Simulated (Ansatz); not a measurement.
# Ni(111) with 4 thermally displaced layers, 2x2: scattering by thermal displacements

Aim: the resistivity of Ni at 500 K from frozen thermal displacements between perfect leads.

Program: Ansatz 0.2.0. Level of theory: Ansatz plane-wave DFT, PBE, PAW files, collinear spin; ballistic transport by layer matching (Landauer), zero bias; PAW set soft_1. Results are calculated unless marked as measured.

## (1) The starting structure

The cell holds 40 atoms: 40 Ni. Its edges and angles: a = 4.984 Å, b = 4.984 Å, c = 20.397 Å, α = 93.5°, β = 86.5°, γ = 120.0°. It derives from Ni. Regions: lead, 24 atoms (24 Ni); scattering region, 16 atoms (16 Ni). The structure is stacked along c, and the current runs across the ab planes.

## (2) With 4 displaced layers

Each atom of 4 layers is moved at random, by amounts drawn from a normal law 0.0791 Å wide in each direction from the Debye model (450 K) at 500 K. The layers about the cell's end stay perfect and serve as the lead. Disorder leaves little or no symmetry, which makes such runs dear. Energies from -0.05 to 0.05 eV in steps of 0.05 eV are too few for the program's thermal sum, so it prints no conductance; for a metal the transmission near the Fermi level serves, at a fraction of the cost.

File input.yaml:

```yaml
crystal:
  lattice:
    - [4.9836885938, 0.0, 0.0]
    - [-2.4918442969, 4.3160009268, 0.0]
    - [1.2459221485, -0.7193334878, 20.3458234862]
  atoms:
    - { symbol: Ni, position: [0.9916666667, 0.0083333333, 0.05], spin: 1.0 }
    - { symbol: Ni, position: [0.9916666667, 0.5083333333, 0.05], spin: 1.0 }
    - { symbol: Ni, position: [0.4916666667, 0.0083333333, 0.05], spin: 1.0 }
    - { symbol: Ni, position: [0.4916666667, 0.5083333333, 0.05], spin: 1.0 }
    - { symbol: Ni, position: [0.1416666667, 0.3583333333, 0.15], spin: 1.0 }
    - { symbol: Ni, position: [0.1416666667, 0.8583333333, 0.15], spin: 1.0 }
    - { symbol: Ni, position: [0.6416666667, 0.3583333333, 0.15], spin: 1.0 }
    - { symbol: Ni, position: [0.6416666667, 0.8583333333, 0.15], spin: 1.0 }
    - { symbol: Ni, position: [0.2916666667, 0.2083333333, 0.25], spin: 1.0 }
    - { symbol: Ni, position: [0.2916666667, 0.7083333333, 0.25], spin: 1.0 }
    - { symbol: Ni, position: [0.7916666667, 0.2083333333, 0.25], spin: 1.0 }
    - { symbol: Ni, position: [0.7916666667, 0.7083333333, 0.25], spin: 1.0 }
    - { symbol: Ni, position: [0.9420367615, 0.0563268969, 0.3524901928], spin: 1.0 }
    - { symbol: Ni, position: [0.9381881501, 0.5487489041, 0.3514060111], spin: 1.0 }
    - { symbol: Ni, position: [0.4715025781, 0.0752371674, 0.3472636252], spin: 1.0 }
    - { symbol: Ni, position: [0.4158401082, 0.5469355583, 0.3501606902], spin: 1.0 }
    - { symbol: Ni, position: [0.0535609748, 0.40351548, 0.4451554518], spin: 1.0 }
    - { symbol: Ni, position: [0.075259416, 0.8981521408, 0.4487701116], spin: 1.0 }
    - { symbol: Ni, position: [0.6078388337, 0.4273591979, 0.4495002112], spin: 1.0 }
    - { symbol: Ni, position: [0.6070338471, 0.896368183, 0.4513667971], spin: 1.0 }
    - { symbol: Ni, position: [0.2573519435, 0.2595747372, 0.5471090085], spin: 1.0 }
    - { symbol: Ni, position: [0.2226973206, 0.7500859657, 0.5508561975], spin: 1.0 }
    - { symbol: Ni, position: [0.7238259336, 0.2543959793, 0.5493808761], spin: 1.0 }
    - { symbol: Ni, position: [0.7519891712, 0.7624983157, 0.5513818164], spin: 1.0 }
    - { symbol: Ni, position: [0.8795917238, 0.1064655917, 0.6530483776], spin: 1.0 }
    - { symbol: Ni, position: [0.9028532425, 0.5862359048, 0.6558866781], spin: 1.0 }
    - { symbol: Ni, position: [0.4200205994, 0.1228260739, 0.6510282983], spin: 1.0 }
    - { symbol: Ni, position: [0.3987757268, 0.6363290668, 0.6576221868], spin: 1.0 }
    - { symbol: Ni, position: [0.0416666667, 0.4583333333, 0.75], spin: 1.0 }
    - { symbol: Ni, position: [0.0416666667, 0.9583333333, 0.75], spin: 1.0 }
    - { symbol: Ni, position: [0.5416666667, 0.4583333333, 0.75], spin: 1.0 }
    - { symbol: Ni, position: [0.5416666667, 0.9583333333, 0.75], spin: 1.0 }
    - { symbol: Ni, position: [0.1916666667, 0.3083333333, 0.85], spin: 1.0 }
    - { symbol: Ni, position: [0.1916666667, 0.8083333333, 0.85], spin: 1.0 }
    - { symbol: Ni, position: [0.6916666667, 0.3083333333, 0.85], spin: 1.0 }
    - { symbol: Ni, position: [0.6916666667, 0.8083333333, 0.85], spin: 1.0 }
    - { symbol: Ni, position: [0.8416666667, 0.1583333333, 0.95], spin: 1.0 }
    - { symbol: Ni, position: [0.8416666667, 0.6583333333, 0.95], spin: 1.0 }
    - { symbol: Ni, position: [0.3416666667, 0.1583333333, 0.95], spin: 1.0 }
    - { symbol: Ni, position: [0.3416666667, 0.6583333333, 0.95], spin: 1.0 }
magnetization:
  spin_polarized: true
kpoints:
  mp_grid: { grid: [5, 5, 1] }
hamiltonian:
  xc: pbe
  pseudopotentials: { kind: paw, azcp: { folder: soft_1 } }
scf:
  occupations: { method: fermi_dirac, width: 0.1 }
output:
  transmission:
    leads: [[0, 4]]
    kmesh: [10, 10]
    e_range: [-0.05, 0.05]
    de: 0.05
  write_potential: true
  write_density: true
  volumetric_format: npy
  elf: true
```

Launch:

```sh
ansatz run input.yaml --threads 4 --pin off --max-ram 15360MiB --backend cpu --events-out ev --progress --plain --runs-dir out
```

Numbers of over 12 decimals in the logs are rounded to 6 here.

What it wrote:

```text
Engine: ansatz 0.2.0, x86_64-unknown-linux-gnu
Pseudopotentials: kind: paw
Pseudopotential: Ni, paw, valence charge 18, recommended cutoff 420 eV (normal), soft_1/Ni.paw.azcp
Functional definition: PBE
  parameter kappa = 0.804
  parameter beta = 0.066725
  exchange = pbe_x(kappa = kappa, mu = beta*pi^2/3)
  correlation = pbe_c(beta = beta)
Crystal: 40 atoms, lattice volume = 437.631 Å³
Basis set: ecut = 420 eV, 8543 PW (Γ)
Bands: 456, of which v1, the nominal top of the filled ones, is band 360 counted from 1 (359 counted from 0)
Symmetry: 1 space group operations
Space group: P1 (ITA 1), of the structure as read, at distance tolerance 7.6e-5 Å
Magnetic group: BNS 1.1 (UNI 1), of the structure as read, at distance tolerance 7.6e-5 Å
k-points: 13 of 25 (time reversal used)
Non-local potential: Ni, projectors of the file, l = 0: 3, l = 1: 2, l = 2: 3, l = 3: 1
PAW form: soft (Blöchl's): semilocal exchange-correlation on the pseudo side does not see the compensation charge
PAW one-centre angular grid: Ni, 590 points (default); XC on 64 Gauss nodes
Initial density: superposition of atomic densities (chi_scale 0.1, normalization cell)
Starting moments: Σ|m| = 40 μB on 40 of 40 sites
Initial wavefunctions: pseudopotential atomic-orbital guess
Functional: x = pbe(κ = 0.804, μ = 0.219515), c = pbe(β = 0.066725)
iter 1 solved again at ethr=2.81e-3 eV; its pass at ethr=3.10e-3 eV (dr2=2.03e1 eV) is discarded
SCF iter   1: F=—  HF=-233560.647759 eV  |F-HF|=—  |Δ(HF+E_count)|=         —  Δρ=4.58e-2 (↑4.58e-2 ↓4.52e-2)  dr2=2.03e1  dr2_m=3.75e-1  M=32.646 μB ∫|m|=34.784 μB  β_m=0.30  ethr=2.81e-3  ⟨swp⟩=2.0  Hψ=55813  notcnv=0
Mixer restart at iter 1: flushing history
preconditioner: auto → Kerker (q_TF=auto, 2.964 Å⁻¹)  [metal: Δε(μ)=0.000 eV  Ē_g=8.749 eV  σ=0.100 eV  W_gap=0.00  n_scr=206 (ndim 8)  ℏωp=35.5 eV  f_vac=0.000  D(μ)=61.58/eV (n_scr^D=906)]
spin=Collinear: Kerker preconditioning applied to the charge; magnetization (m = ρ↑ − ρ↓) channel mixes plain (no charge-response kernel on spin).
SCF iter   2: F=—  HF=-233560.346559 eV  |F-HF|=—  |Δ(HF+E_count)|=   3.01e-1  Δρ=1.36e-2 (↑1.22e-2 ↓1.36e-2)  dr2=1.09e0  dr2_m=4.05e-1  M=31.088 μB ∫|m|=33.493 μB  β_m=0.32  ethr=2.81e-3  ⟨swp⟩=3.3  Hψ=18452  notcnv=0
SCF iter   3: F=—  HF=-233571.017404 eV  |F-HF|=—  |Δ(HF+E_count)|=    1.07e1  Δρ=1.61e-2 (↑7.75e-3 ↓1.61e-2)  dr2=8.43e-1  dr2_m=3.83e-1  M=30.041 μB ∫|m|=32.714 μB  β_m=0.66  ethr=1.52e-4  ⟨swp⟩=2.2  Hψ=18644  notcnv=0  defer=1507
SCF iter   4: F=—  HF=-233587.157570 eV  |F-HF|=—  |Δ(HF+E_count)|=    1.61e1  Δρ=2.48e-2 (↑9.13e-3 ↓2.48e-2)  dr2=3.13e0  dr2_m=3.13e-1  M=27.376 μB ∫|m|=30.621 μB  β_m=0.29  ethr=1.17e-4  ⟨swp⟩=3.0  Hψ=23254  notcnv=0  defer=1525
SCF iter   5: F=—  HF=-233586.766951 eV  |F-HF|=—  |Δ(HF+E_count)|=   3.91e-1  Δρ=8.24e-3 (↑5.42e-3 ↓8.24e-3)  dr2=3.48e-1  dr2_m=6.85e-2  M=27.976 μB ∫|m|=31.070 μB  β_m=0.51  ethr=1.17e-4  ⟨swp⟩=2.0  Hψ=22392  notcnv=0  defer=1553
SCF iter   6: F=—  HF=-233588.711237 eV  |F-HF|=—  |Δ(HF+E_count)|=    1.94e0  Δρ=3.04e-3 (↑3.04e-3 ↓2.51e-3)  dr2=4.20e-2  dr2_m=1.82e-3  M=26.375 μB ∫|m|=29.762 μB  β_m=0.75  ethr=4.84e-5  ⟨swp⟩=2.0  Hψ=22440  notcnv=0  defer=1570
SCF iter   7: F=—  HF=-233588.759338 eV  |F-HF|=—  |Δ(HF+E_count)|=   4.81e-2  Δρ=1.42e-3 (↑1.40e-3 ↓1.42e-3)  dr2=1.60e-2  dr2_m=2.57e-3  M=26.532 μB ∫|m|=29.926 μB  β_m=0.88  ethr=5.83e-6  ⟨swp⟩=2.0  Hψ=23132  notcnv=0  defer=1571
SCF iter   8: F=—  HF=-233588.759924 eV  |F-HF|=—  |Δ(HF+E_count)|=   5.86e-4  Δρ=1.95e-3 (↑8.93e-4 ↓1.95e-3)  dr2=2.77e-2  dr2_m=1.37e-3  M=26.490 μB ∫|m|=29.893 μB  β_m=0.65  ethr=2.23e-6  ⟨swp⟩=2.0  Hψ=21049  notcnv=0  defer=1575
[...]
SCF iter  12: F=—  HF=-233588.758237 eV  |F-HF|=—  |Δ(HF+E_count)|=   2.14e-5  Δρ=1.58e-4 (↑8.09e-5 ↓1.58e-4)  dr2=2.09e-4  dr2_m=9.38e-6  M=26.503 μB ∫|m|=29.902 μB  β_m=0.63  ethr=3.87e-8  ⟨swp⟩=2.0  Hψ=19390  notcnv=0  defer=1580
SCF iter  13: F=—  HF=-233588.758188 eV  |F-HF|=—  |Δ(HF+E_count)|=   4.90e-5  Δρ=1.09e-4 (↑5.02e-5 ↓1.09e-4)  dr2=7.24e-5  dr2_m=5.34e-6  M=26.499 μB ∫|m|=29.900 μB  β_m=0.55  ethr=2.90e-8  ⟨swp⟩=2.0  Hψ=20867  notcnv=0  defer=1580
SCF iter  14: F=—  HF=-233588.758210 eV  |F-HF|=—  |Δ(HF+E_count)|=   2.17e-5  Δρ=3.66e-5 (↑1.53e-5 ↓3.66e-5)  dr2=6.62e-6  dr2_m=8.85e-7  M=26.502 μB ∫|m|=29.902 μB  β_m=0.72  ethr=1.01e-8  ⟨swp⟩=2.0  Hψ=15083  notcnv=0  defer=1580
SCF iter  15: F=—  HF=-233588.758215 eV  |F-HF|=—  |Δ(HF+E_count)|=   5.17e-6  Δρ=2.67e-5 (↑7.07e-6 ↓2.67e-5)  dr2=5.76e-6  dr2_m=4.97e-7  M=26.503 μB ∫|m|=29.903 μB  β_m=0.76  ethr=9.20e-10  ⟨swp⟩=2.0  Hψ=20488  notcnv=0  defer=1580
SCF iter  16: F=—  HF=-233588.758215 eV  |F-HF|=—  |Δ(HF+E_count)|=   1.25e-8  Δρ=1.64e-5 (↑6.33e-6 ↓1.64e-5)  dr2=2.27e-6  dr2_m=1.35e-7  M=26.503 μB ∫|m|=29.903 μB  β_m=0.72  ethr=8.00e-10  ⟨swp⟩=2.3  Hψ=17307  notcnv=0  defer=1580
SCF iter  17: F=—  HF=-233588.758215 eV  |F-HF|=—  |Δ(HF+E_count)|=   7.68e-8  Δρ=5.74e-6 (↑2.08e-6 ↓5.74e-6)  dr2=6.15e-7  dr2_m=2.03e-8  M=26.503 μB ∫|m|=29.903 μB  β_m=0.67  ethr=3.16e-10  ⟨swp⟩=2.3  Hψ=20130  notcnv=0  defer=1580
SCF iter  18: F=—  HF=-233588.758215 eV  |F-HF|=—  |Δ(HF+E_count)|=   2.51e-8  Δρ=2.71e-6 (↑1.36e-6 ↓2.71e-6)  dr2=7.47e-8  dr2_m=4.26e-9  M=26.503 μB ∫|m|=29.903 μB  β_m=0.61  ethr=8.54e-11  ⟨swp⟩=1.0  Hψ=11856  notcnv=0  defer=1580
SCF iter  19: F=—  HF=-233588.758215 eV  |F-HF|=—  |Δ(HF+E_count)|=   1.54e-8  Δρ=2.30e-6 (↑1.10e-6 ↓2.30e-6)  dr2=3.94e-8  dr2_m=2.65e-9  M=26.503 μB ∫|m|=29.903 μB  β_m=0.49  ethr=1.04e-11  ⟨swp⟩=2.0  Hψ=17995  notcnv=0  defer=1580
SCF iter  20: F=—  HF=-233588.758215 eV  |F-HF|=—  |Δ(HF+E_count)|=   1.28e-9  Δρ=3.04e-6 (↑4.42e-7 ↓3.04e-6)  dr2=1.85e-7  dr2_m=7.25e-9  M=26.503 μB ∫|m|=29.903 μB  β_m=0.75  ethr=5.48e-12  ⟨swp⟩=2.0  Hψ=15892  notcnv=0  defer=1580
SCF iter  21: F=-233588.758215 eV  HF=-233588.758215 eV  |F-HF|=7.53e-8  |Δ(HF+E_count)|=  8.73e-11  Δρ=2.60e-6 (↑6.08e-7 ↓2.60e-6)  dr2=7.86e-8  dr2_m=4.10e-9  M=26.503 μB ∫|m|=29.903 μB  ethr=5.48e-12  ⟨swp⟩=7.5  Hψ=47437  notcnv=0
SCF 1 converged in 21 iterations: F = -233588.758215 eV  dr2 = 7.86e-8
  greatest PAW one-centre occupation: 1.001 electrons in one spin orbital (limit 2), on the Ni atom at site 20 (counted from 0), in its partial waves of l = 1
transmission: 279 of 2704 steps passed
transmission: 546 of 2704 steps passed
[...]
transmission: 2704 of 2704 steps passed
SCF converged after 21 iterations
Magnetization: 26.5034 μB (373.2517 up, 346.7483 down)
Absolute magnetization: 29.9418 μB (∫|ρ↑−ρ↓|, with the PAW one-centre terms)
Spin contamination: 0.2872 ħ² per cell (⟨S²⟩ above its minimum at these occupations)
Per-site moments (μB) at R_I (Å): [(0.700980, 1.027886), (0.700377, 1.027886), (0.703474, 1.027886), (0.700537, 1.027886), (0.700264, 1.027886), (0.702119, 1.027886), (0.701234, 1.027886), (0.700530, 1.027886), (0.701470, 1.018230), (0.701349, 1.015164), (0.699721, 0.979394), (0.692609, 1.027886), (0.698112, 0.979826), (0.699227, 0.943396), (0.703245, 0.967089), (0.700402, 0.983227), (0.710139, 0.940188), (0.700404,  [...]
Free energy (F): -233588.758215 eV
Harris-Foulkes:  -233588.758215 eV  (|F-HF|=7.53e-8)
Internal energy: -233586.646570 eV  (E = F + TS)
E sigma→0 (E₀):  -233587.702392 eV
Entropy (-TS):   -2.111645 eV (-52.791 meV/atom)
Fermi energy:    17.832146 eV
--- Per-component energies (eV) ---
  E_band       = -11626.597385
  E_kinetic    = 13567.540709
  E_local      = -110425.369460  (includes V_loc(G=0)·N_el)
  E_nonlocal   = -4698.920365
  E_hartree    = 59838.993074
  E_xc         = -4513.664182
  E_vxc        = -5823.682094  (∫ρ·V_xc dr)
  E_paw        = -66250.633303  (= ΣΔE_a)
  E_vpaw       = -23924.193974  (= ΣTr[D̂ρ^β])
  E_aug_tail   = 0.040674  (compensation charges beyond the density's cutoff)
  E_ewald      = -121104.633717
  E_smearing   = -2.111645  (= −TS)
  E_closure    = -0.000000  (closes the sum)
  Σ components = -233588.758215   (vs F -233588.758215, Δ=0.00e0)
--- Band table (eV; the first three rows and the last of 26) ---
  k-point 0 ↑: bands = [... 356 lower, 17.2631, 17.2656, 17.2685, 17.2789, 17.2851, 17.2872, 17.2922, 17.2947, ... 92 higher]
  k-point 1 ↑: bands = [... 356 lower, 17.1931, 17.1977, 17.2023, 17.2070, 17.2187, 17.2394, 17.2665, 17.2789, ... 92 higher]
  k-point 2 ↑: bands = [... 356 lower, 17.1761, 17.1879, 17.2005, 17.2091, 17.2246, 17.2345, 17.2413, 17.2435, ... 92 higher]
  k-point 12 ↓: bands = [... 356 lower, 17.9577, 18.0082, 18.0444, 18.0653, 18.0744, 18.0756, 18.0902, 18.0985, ... 92 higher]
--- Transmission ---
  basis      : 199 plane waves across, 26 finite elements along
  points     : 52, standing for a mesh of 10 x 10
  energies   : 3 from -0.050000 to 0.050000 eV about the Fermi level, 0.050000 eV apart; the leads are filled to 0.000000 eV, and channels, transmission and decay are at 0.000000 eV
  crystal 0  : Ni4, at the sites [0, 4], period 2.0346 Å, over 12.21 Å; its Hamiltonian steps by up to 4.8 meV
    offset         : up to 0.0000 Å between an atom of the period and one for which it stands
    channels       : 2.490000e0 up, 7.160000e0 down
    conductance    : none, the energies end too early or step too widely for 300 K: set another output.transmission.e_range or a lower de, or, where they end at an eighth of basis.ecutwfc, a higher one
  junction   : crystal 0 to crystal 0, 0.69 to 19.00 Å
    transmission   : 2.443242e0 up, 5.370794e0 down
    conductance    : none, the energies end too early or step too widely for 300 K: set another output.transmission.e_range or a lower de, or, where they end at an eighth of basis.ecutwfc, a higher one
```

Wall time 13 min (4 threads of Intel Xeon Platinum 8375C at 2.90GHz (Ice Lake), shared host); peak memory 6.1 GiB; 47 min of CPU time.

This step gave:

```yaml
free_energy: -233588.7582 eV
energy_at_zero_smearing: -233587.7024 eV
fermi_energy: 17.83 eV
magnetization: 26.50 μB
absolute_magnetization: 29.94 μB
cell_area: 21.51 Å²
transmission_spin_up: 2.443
transmission_spin_down: 5.371
open_channels_spin_up: 2.49
open_channels_spin_down: 7.16
step_of_the_lead_s_potential: 4.8 meV
```

Per spin. Transmission, zone mean against energy, zero at the Fermi level:

| energy (eV) | T up | T down |
| --- | --- | --- |
| -0.0500 | 2.44 | 4.95 |
| 0.0000 | 2.44 | 5.37 |
| 0.0500 | 2.44 | 5.28 |

Per spin. Open channels, zone mean against energy, zero at the Fermi level:

| energy (eV) | lead up | lead down |
| --- | --- | --- |
| -0.0500 | 2.49 | 6.48 |
| 0.0000 | 2.49 | 7.16 |
| 0.0500 | 2.49 | 7.06 |

Transmission over k1 and k2. At 0.0000 eV from the Fermi level, spin up.

Ten even steps from '_' (1.66) to '@' (2.98):
```
::::::@@::::::@@@@@@
@@::::@@@@::::@@@@@@
@@@@@@..@@..@@@@@@@@
::::%%@@::::@@@@::::
::::::__::%%::__::::
::::::@@@@::::@@%%::
@@@@@@@@@@..@@..@@@@
@@@@@@@@::::@@@@::::
::@@@@@@::::::@@::::
::::@@@@::::::@@@@::
```
Columns: k1 (b1) from -0.5 to 0.4; rows upwards: k2 (b2) from -0.5 to 0.4.

Open channels over k1 and k2. At 0.0000 eV from the Fermi level, spin up.

Ten even steps from '_' (2.00) to '@' (3.00):
```
______@@______@@@@@@
@@____@@@@____@@@@@@
@@@@@@__@@__@@@@@@@@
____@@@@____@@@@____
__________@@________
______@@@@____@@@@__
@@@@@@@@@@__@@__@@@@
@@@@@@@@____@@@@____
__@@@@@@______@@____
____@@@@______@@@@__
```
Columns: k1 (b1) from -0.5 to 0.4; rows upwards: k2 (b2) from -0.5 to 0.4.

Transmission over k1 and k2. At 0.0000 eV from the Fermi level, spin down.

Values, 10 rows by 10 columns:
```
5.36 5.38 5.69 5.44 5.72 5.36 5.33 5.17 7.08 4.67
6.27 5.65 4.72 4.31 4.41 4.95 5.77 6.33 6.83 6.92
6.30 5.55 4.49 4.04 5.18 4.40 4.41 5.64 6.10 4.49
5.29 5.38 4.39 4.72 6.40 5.97 4.57 4.61 5.42 5.29
5.31 5.29 4.48 3.68 6.35 6.93 6.35 3.68 4.48 5.29
5.29 5.29 5.42 4.61 4.57 5.97 6.40 4.72 4.39 5.38
6.30 4.49 6.10 5.64 4.41 4.40 5.18 4.04 4.49 5.55
6.27 6.92 6.83 6.33 5.77 4.95 4.41 4.31 4.72 5.65
5.36 4.67 7.08 5.17 5.33 5.36 5.72 5.44 5.69 5.38
5.43 5.36 6.15 6.33 5.35 5.41 5.35 6.33 6.15 5.36
```
Columns: k1 (b1) from -0.5 to 0.4; rows upwards: k2 (b2) from -0.5 to 0.4.

Open channels over k1 and k2. At 0.0000 eV from the Fermi level, spin down.

Ten even steps from '0' (6.0) to '9' (10.0):
```
0025200090
7200002799
7502520570
0205555020
0002555200
0020555502
7075025205
7997200002
0090002520
0077000770
```
Columns: k1 (b1) from -0.5 to 0.4; rows upwards: k2 (b2) from -0.5 to 0.4.

Spin density in the ca plane at fractional y = 0.547, with atoms of Ni within 0.2 Å of it.

Ten even steps from '0' (0.0 e/Å³) to '9' (2.2 e/Å³), each cell a mean:
```
00000000000005920000000000000034100000000000
00000000000002310000000000000047100000000000
00000000000000000000000000000011000000000000
00000000000000000001000000000000000000000000
00000000000000000001000000000000000120000000
00000000000000000000000000000000000121000000
00000000000003410000000000000000000000000000
00000000000005820000000000000012000000000000
00000000000001200000000000000012000000000000
00000000000000000000000000000000000000000000
00000000000000000000000000000000000000000000
00000000000000000000000000000000000131000000
00000000000001200000000000000000000010000000
```
Columns run along c (16.0 Å, from fractional 0.11 to 0.89 of the cell), rows up along a (5.0 Å). Atoms in or near the plane, at fractional coordinates: Ni at (0.35, 0.94), Ni at (0.35, 0.42), Ni at (0.66, 0.90).

Electrostatic potential energy in the ca plane at fractional y = 0.547, with atoms of Ni within 0.2 Å of it. With pseudopotentials it is smooth inside the atoms' cores, unlike the true potential.

Values in eV, 7 rows by 16 columns, each cell a mean:
```
17 18 19 17  6  8 14 17 19 18  7  9 11 11 18 17
14  8 10  5 14  7  9  3 17 16 12  1 13 12 18 16
16 13 13  8 15 13  7 -1 15 13 20 17  6  0 16 18
17 19 20 18  6  5 15 14 19 18 13  3  9  1 17 18
16 13 15 12  6  4 16 19 20 18  8  0 14 17 19 16
14  8  9  3 16 13  8  4 16 13 17  7  8  2 18 17
17 18 18 15  7  3  8  4 16 13 15  6  5  0 16 18
```
Columns run along c (16.0 Å, from fractional 0.11 to 0.89 of the cell; values clipped at the 3rd and 97th percentile), rows up along a (5.0 Å). Atoms in or near the plane, at fractional coordinates: Ni at (0.35, 0.94), Ni at (0.35, 0.42), Ni at (0.66, 0.90).

Valence density in the ca plane at fractional y = 0.547, with atoms of Ni within 0.2 Å of it. It is the smooth field of the valence electrons, not physical close to the nuclei.

Ten steps, logarithmic in the rise over the least value, from '0' (0 e/Å³) to '9' (45 e/Å³), each cell a mean:
```
00000000000048972000000000001478511121000000
00000000000026752000000000001489620000000000
00111001210002320012200000000256310000000000
00121002321000000135420001000011101232000000
00110001210000000135420011000000002564100000
00000000000013320013210000000000002575100000
00000000000037851000000000000133101343100000
00000000000148962000000000000266410110000000
00110001110026741000000000000267410000000000
00121002321001210011100000000134210111000000
00111002321000000123210011000001001453100000
00000000110012210134310011000001002675100000
00000000000026751012100000000133212464100000
```
Columns run along c (16.0 Å, from fractional 0.11 to 0.89 of the cell), rows up along a (5.0 Å). Atoms in or near the plane, at fractional coordinates: Ni at (0.35, 0.94), Ni at (0.35, 0.42), Ni at (0.66, 0.90).

Nearest the Fermi level spin up passes 2.44 of 2.49 channels of the lower lead and spin down 5.37 of 7.16.

[end of part 1 of 3]

[Logs are printed without paths, hosts, clocks, repeated set-up lines and the standing remarks that a program may print on its own settings, such as how far it seeks lower states.]

[Hosts, paths, dates, database ids (printed as entryN), source tags and the programs' standing remarks are cut or masked in the printed files.]
